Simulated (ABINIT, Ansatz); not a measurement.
# Quasiparticle gap of YHSe (P-6m2) in ABINIT, part 3 of 3

Aim: the G0W0 gap of YHSe (P-6m2) on LDA, step by step.

ABINIT 10.8.3; LDA and many-body steps on it, plane waves. Known limits of the many-body steps: not at the basis limit; exchange with frozen shells missing; no spin-orbit coupling; coarse k mesh.

So far. Step 3 (Bands along the symmetry lines): The gap is 1.365 eV, as in the run before at this level. Step 4 (Empty states on the mesh, 3×3×4 mesh, 103 bands): On this mesh the gap is 1.365 eV.

## Step 5: Screening, 3×3×4 mesh, 95 bands, screening to 176.9 eV

The RPA dielectric matrix is built and inverted for each q.

This step: RPA screening on LDA, plane waves, norm-conserving pseudopotentials.

The input, run.abi:

```
acell 3*1.0 Angstrom
rprim 
  3.840931335803 -0.000000000001 0.000000000000
  -1.920465667901 3.326344110998 0.000000000000
  0.000000000000 0.000000000000 3.915549560000
ntypat 3
znucl 39 1 34
natom 3
typat 1 2 3
xred 
  0.000000000000 0.000000000000 0.000000000000
  0.333333333333 0.666666666667 0.000000000000
  0.666666666667 0.333333333333 0.500000000000
pp_dirpath "pseudos"
pseudos "Y.upf, H.upf, Se.upf"
ecut 39
ngkpt 3 3 4
nshiftk 1
shiftk 0 0 0
kptopt 1
chksymbreak 0
istwfk *1
occopt 1
irdwfk 1
optdriver 3
nband 95
ecuteps 6.5
inclvkb 2
awtr 1
symchi 1
indata_prefix "in"
outdata_prefix "out"
tmpdata_prefix "tmp"
```

Started as:

```bash
> OMP_NUM_THREADS=1 mpirun -n 4 abinit run.abi > log
```

Numbers of over 12 decimals in the logs are rounded to 6 here.

Log:

```text
.Version 10.8.3 of ABINIT. v10.8.2 released Aug 2026.

 Symmetries : space group P-6 m 2 (#187); Bravais hP (primitive hexag.)
[... echo of the input left out ...]
== DATASET  1 ==================================================================
-   mpi_nproc: 4, omp_nthreads: 1 (-1 if OMP is not activated)

--- !DatasetInfo
iteration_state: {dtset: 1, }
dimensions: {natom: 3, nkpt: 9, mband: 95, nsppol: 1, nspinor: 1, nspden: 1, mpw: 3939, }
cutoff_energies: {ecut:  39.0, pawecutdg:  -1.0, }
electrons: {nelect:   2.80000000E+01, charge:   0.00000000E+00, occopt:   1.00000000E+00, tsmear:   1.00000000E-02, }

 SCREENING: Calculation of the susceptibility and dielectric matrices

 Based on a program developped by R.W. Godby, V. Olevano, G. Onida, and L. Reining.
 Incorporated in ABINIT by V. Olevano, G.-M. Rignanese, and M. Torrent.
.Using double precision arithmetic ; gwpc =  8

[... cell and pseudopotentials left out ...]
--------------------------------------------------------------------------------

 ==== K-mesh for the wavefunctions ====
 Number of points in the irreducible wedge :     9
[... list of points left out ...]
 Together with 12 symmetry operations and time-reversal symmetry
 yields    36 points in the full Brillouin Zone.

 ==== Q-mesh for the screening function ====
 Number of points in the irreducible wedge :     9
[... list of points left out ...]
 Together with 12 symmetry operations and time-reversal symmetry
 yields    36 points in the full Brillouin Zone.

 setmesh: FFT mesh size selected  =    25x   25x   30
          total number of points  =        18750

 vcoul_init : cutoff-mode = AUXILIARY_FUNCTION
 q-points for optical limit:   1
     1)      0.000010    0.000020    0.000030

- screening: taking advantage of time-reversal symmetry
- Maximum band index for partially occupied states nbvw = 14
- Remaining bands to be divided among processors   nbcw = 81
- Number of bands treated by each node ~20

 Number of electrons calculated from density =   28.0000; Expected =   28.0000
 average of density, n =  0.082940
 r_s =    1.4225
 omega_plasma =   27.7804 [eV]

 calculating chi0 at frequencies [eV] :
  1    0.000000E+00    0.000000E+00
  2    0.000000E+00    2.778037E+01

--------------------------------------------------------------------------------
  q-point number  1        q = ( 0.000000, 0.000000, 0.000000) [r.l.u.]
--------------------------------------------------------------------------------
[... chi0 elements left out ...]
 For q-point:  0.000010 0.000020 0.000030
  dielectric constant =  11.4555
  dielectric constant without local fields =  12.6502

  Average fulfillment of the sum rule on Im[epsilon] for q-point    1 :     63.44  [%]
[... wings left out ...]
  q-point number  2        q = ( 0.333333, 0.000000, 0.000000) [r.l.u.]
--------------------------------------------------------------------------------
[... chi0 elements left out ...]
  Average fulfillment of the sum rule on Im[epsilon] for q-point    2 :     70.75  [%]

 [... 7 further q-points ...]
```

Wall time 28 s (4 MPI ranks of Arm Neoverse V1, shared host); peak memory 0.75 GiB.

Numbers from this step:

| Item | Value |
| --- | --- |
| ε∞ with local fields, on this mesh, along the program's q direction | 11.46 |
| the same without local fields | 12.65 |
| plasma frequency | 27.78 eV |
| plane waves in the screening matrix | 267 |

Local fields lower ε∞ by 9 %. On a Γ-centred mesh this coarse the value itself is usually too large, while a short band sum pulls it down.

## Step 6: Self-energy, 3×3×4 mesh, 95 bands, screening to 176.9 eV

The self-energy is evaluated for the states that the input lists, and the levels follow from it, in one-shot runs by the linearised quasiparticle equation.

This step: G0W0 on LDA, plane waves, norm-conserving pseudopotentials.

run.abi, as its differences from that of step 5:

```diff
@@ -24,8 +24,17 @@
 irdwfk 1
-optdriver 3
+optdriver 4
 nband 95
+gwcalctyp 0
+ecutsigx 39
+symsigma 1
+nkptgw 2
+kptgw 
+  0.0000000000 0.0000000000 0.5000000000
+  0.0000000000 0.0000000000 0.0000000000
+bdgw 
+  12 16
+  13 17
 ecuteps 6.5
-inclvkb 2
-awtr 1
-symchi 1
+irdscr 1
+ppmodel 1
 indata_prefix "in"
```

Log:

```text
.Version 10.8.3 of ABINIT. v10.8.2 released Aug 2026.

 Symmetries : space group P-6 m 2 (#187); Bravais hP (primitive hexag.)
[... echo of the input left out ...]
== DATASET  1 ==================================================================
-   mpi_nproc: 4, omp_nthreads: 1 (-1 if OMP is not activated)

--- !DatasetInfo
iteration_state: {dtset: 1, }
dimensions: {natom: 3, nkpt: 9, mband: 95, nsppol: 1, nspinor: 1, nspden: 1, mpw: 3939, }
cutoff_energies: {ecut:  39.0, pawecutdg:  -1.0, }
electrons: {nelect:   2.80000000E+01, charge:   0.00000000E+00, occopt:   1.00000000E+00, tsmear:   1.00000000E-02, }

 SIGMA: Calculation of the GW corrections

 Based on a program developped by R.W. Godby, V. Olevano, G. Onida, and L. Reining.
 Incorporated in ABINIT by V. Olevano, G.-M. Rignanese, and M. Torrent.
.Using double precision arithmetic ; gwpc =  8

[... cell and pseudopotentials left out ...]
--------------------------------------------------------------------------------

 ==== K-mesh for the wavefunctions ====
 Number of points in the irreducible wedge :     9
[... list of points left out ...]
 Together with 12 symmetry operations and time-reversal symmetry
 yields    36 points in the full Brillouin Zone.

 ==== Q-mesh for screening function ====
 Number of points in the irreducible wedge :     9
[... list of points left out ...]
 Together with 12 symmetry operations and time-reversal symmetry
 yields    36 points in the full Brillouin Zone.

 vcoul_init : cutoff-mode = AUXILIARY_FUNCTION
 q-points for optical limit:   1
     1)      0.000010    0.000020    0.000030
 setmesh: FFT mesh size selected  =    36x   36x   45
          total number of points  =        58320

 Number of electrons calculated from density =   28.0000; Expected =   28.0000
 average of density, n =  0.082940
 r_s =    1.4225
 omega_plasma =   27.7804 [eV]

 === KS Band Gaps ===
  >>>> For spin  1
   Minimum direct gap =   1.7387 [eV], located at k-point      :   0.0000  0.0000  0.5000
   Fundamental gap    =   1.3651 [eV], Top of valence bands at :   0.0000  0.0000  0.5000
                                       Bottom of conduction at :   0.0000  0.0000  0.0000
 SIGMA fundamental parameters:
 PLASMON POLE MODEL  1
 number of plane-waves for SigmaX                 3927
 number of plane-waves for SigmaC and W            267
 number of plane-waves for wavefunctions          3927
 number of bands                                    95
 number of independent spin polarizations            1
 number of spinorial components                      1
 number of k-points in IBZ                           9
 number of q-points in IBZ                           9
 number of symmetry operations                      12
 number of k-points in BZ                           36
 number of q-points in BZ                           36
 number of frequencies for dSigma/dE                 9
 frequency step for dSigma/dE [eV]                0.25
 number of omega for Sigma on real axis              0
 max omega for Sigma on real axis  [eV]           0.00
 zcut for avoiding poles [eV]                     0.10

 EPSILON^-1 parameters (SCR file):
 dimension of the eps^-1 matrix on file            267
 dimension of the eps^-1 matrix used               267
 number of plane-waves for wavefunctions          3927
 number of bands                                    95
 number of q-points in IBZ                           9
 number of frequencies                               2
 number of real frequencies                          1
 number of imag frequencies                          1

 matrix elements of self-energy operator (all in [eV])

 Perturbative Calculation

--- !SelfEnergy_ee
iteration_state: {dtset: 1, }
kpoint     : [   0.000,    0.000,    0.500, ]
spin       : 1
KS_gap     :    1.739
QP_gap     :    3.282
Delta_QP_KS:    1.544
data: !SigmaeeData |
     Band     E0 <VxcDFT>   SigX SigC(E0)      Z dSigC/dE  Sig(E)    E-E0       E
       12   5.620 -13.935 -16.856   1.989   0.796  -0.256 -14.677  -0.742   4.879
       13   5.620 -13.935 -16.856   1.989   0.796  -0.256 -14.677  -0.742   4.879
       14   6.764 -13.307 -15.813   1.643   0.797  -0.255 -13.995  -0.688   6.076
       15   8.503 -12.347  -7.138  -4.151   0.809  -0.236 -11.491   0.856   9.358
       16   8.503 -12.347  -7.138  -4.151   0.809  -0.236 -11.491   0.856   9.358

--- !SelfEnergy_ee
iteration_state: {dtset: 1, }
kpoint     : [   0.000,    0.000,    0.000, ]
spin       : 1
KS_gap     :    2.927
QP_gap     :    4.169
Delta_QP_KS:    1.242
data: !SigmaeeData |
     Band     E0 <VxcDFT>   SigX SigC(E0)      Z dSigC/dE  Sig(E)    E-E0       E
       13   5.202 -13.422 -16.191   1.949   0.795  -0.257 -14.075  -0.653   4.549
       14   5.202 -13.422 -16.191   1.949   0.795  -0.257 -14.075  -0.653   4.549
       15   8.129 -11.520  -6.731  -4.064   0.813  -0.229 -10.931   0.589   8.718
       16  10.502 -13.530  -8.376  -4.359   0.799  -0.251 -12.895   0.636  11.138
       17  10.502 -13.530  -8.376  -4.359   0.799  -0.251 -12.895   0.636  11.138

== END DATASET(S) ==============================================================
================================================================================

 -outvars: echo values of variables after computation  --------
           etotal      0.0000000000E+00
            nband          95
             nkpt           9
          spgroup         187
 [... the other variables as echoed above ...]

 Calculation completed.
```

It took 11 s on 4 MPI ranks; peak memory 0.75 GiB.

This step gave:

* G0W0 gap on the points computed: 2.642 eV
* starting gap on the mesh: 1.365 eV
* k of the valence top: 0, 0, 0.5
* k of the conduction bottom: 0, 0, 0
* Z at the valence top: 0.797
* Z at the conduction bottom: 0.813
* least direct G0W0 gap on the computed points: 3.282 eV

The gap on the mesh goes from 1.36 eV to 2.64 eV, a correction of +1.28 eV.

Limits: finite bands, cutoff and mesh; exchange with frozen shells missing; no spin-orbit coupling; coarse k mesh. v1 is the top filled band, c1 the lowest empty one. The levels before and after the correction (eV, zero at the valence-band top of each column):

```
           conduction bottom  valence top
Kohn-Sham               1.36         0.00
     G0W0               2.64         0.00
```

```
                     level  energy (eV)
Kohn-Sham  (0 0 0.5) v3-v2       -1.144
Kohn-Sham     (0 0 0.5) v1        0.000
Kohn-Sham  (0 0 0.5) c1-c2        1.739
Kohn-Sham          Γ v2-v1       -1.562
Kohn-Sham             Γ c1        1.365
Kohn-Sham          Γ c2-c3        3.738
     G0W0  (0 0 0.5) v3-v2       -1.197
     G0W0     (0 0 0.5) v1        0.000
     G0W0  (0 0 0.5) c1-c2        3.282
     G0W0          Γ v2-v1       -1.527
     G0W0             Γ c1        2.642
     G0W0          Γ c2-c3        5.062
```

## Step 7: Where the time went

Times are wall times on 4 MPI ranks of Arm Neoverse V1, shared host, good to a factor of about two.

```
                          step  time  share  memory (GiB)
                  ground state  25 s   16 %          0.34
bands along the symmetry lines  39 s   25 %          0.35
      empty states on the mesh  50 s   33 %          0.32
                     screening  28 s   18 %          0.75
                   self-energy  11 s    7 %          0.75
```

## Step 8: Summary of results

| Quantity | Value |
| --- | --- |
| LDA gap | 1.36 eV, indirect |
| G0W0 gap on the mesh | 2.64 eV |
| GW settings | 3×3×4 mesh, 95 bands, screening to 176.9 eV, Godby-Needs plasmon pole |
| known limits | not at the basis limit; exchange with frozen shells missing; no spin-orbit coupling; coarse k mesh |

**Reading.** G0W0 moves the gap on the mesh from 1.36 eV to 2.64 eV (+1.28 eV), with Z of 0.80 and 0.81 at the edges. Local fields lower the RPA ε∞ on this mesh from 12.65 to 11.46; a Γ-centred mesh this coarse tends to raise both, most where the direct gap is narrow, while a short band sum lowers them. Only 2 of the mesh's irreducible points were corrected, so a valley elsewhere could overtake. Bands and cutoff are finite, so the gap is not at the basis limit. The miss can reach some tenths of an eV and take either sign; the mesh is an error of its own. In the G0W0 run levels were corrected at 2 k points alone, so a gap called «on the mesh» is the least over those, and an edge elsewhere would be missed. The 3×3×4 mesh is coarse for this cell, which bears on the long-range parts of exchange and screening. The norm-conserving file of at least one element keeps a d shell over frozen s and p shells of the same row. Exchange with those shells is missing from the self-energy, an error of 0.3 to 0.9 eV in cases checked, whose sign depends on which edge lies on those atoms. The many-body steps are scalar-relativistic: spin-orbit coupling is not in them.

[Paths, hosts, dates, memory and timing lines, banners, echoed tables and standing remarks are left out of the program output.]

[Logs are printed without paths, hosts, clocks, repeated set-up lines and the standing remarks that a program may print on its own settings, such as how far it seeks lower states.]

[Runs of the session that timed out or met a known fault of the program may be left out.]

[Hosts, paths, dates, database ids (printed as entryN), source tags and the programs' standing remarks are cut or masked in the printed files.]

[G0W0 gaps are taken among the corrected bands and points alone; a level outside them can change the order at an edge.]

[Where Ansatz stands beside ABINIT at settings called matched, ABINIT's density can come from a denser mesh and the files from another edition; pairs whose starting gaps differed by over 0.03 eV were left out, so agreement reads better than it is.]
